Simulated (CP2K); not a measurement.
The C K edge of methylthioallene was computed by TDDFT (CP2K XAS_TDP, aug-cc-pVDZ, TDA) at these levels: PBE0, PBEh(45%) and PBEh(45%) + GW2X. The first three lines of C1 (bonded to C and 2 H) with a strength over 0.0015, energy in eV and strength:

```
run           first          second           third
  1  275.85 (0.036)  277.29 (0.002)  278.60 (0.002)
  2  281.41 (0.047)  283.81 (0.006)  284.33 (0.004)
  3  287.38 (0.046)  289.77 (0.006)  290.30 (0.003)
```

Q: Which run is which?

Run 1: PBE0 (25 % exact exchange). Run 2: PBEh(45%) (45 % exact exchange). Run 3: PBEh(45%) + GW2X (45 % exact exchange). Self-interaction lifts the core level, so the uncorrected lines rise with the share of exact exchange. The GW2X run keeps the spacings of its parent: 2.39 eV between the first two lines in run 3, 2.40 eV in run 2. Its shift is +5.97 eV, since the Kohn–Sham level at this share of exchange lies that far above the quasiparticle level.

[Banner, clock and machine lines of the logs are left out without a mark of their own.]

[Logs are printed without paths, hosts, clocks, repeated set-up lines and the standing remarks that a program may print on its own settings, such as how far it seeks lower states.]

[Hosts, paths, dates, database ids (printed as entryN), source tags and the programs' standing remarks are cut or masked in the printed files.]
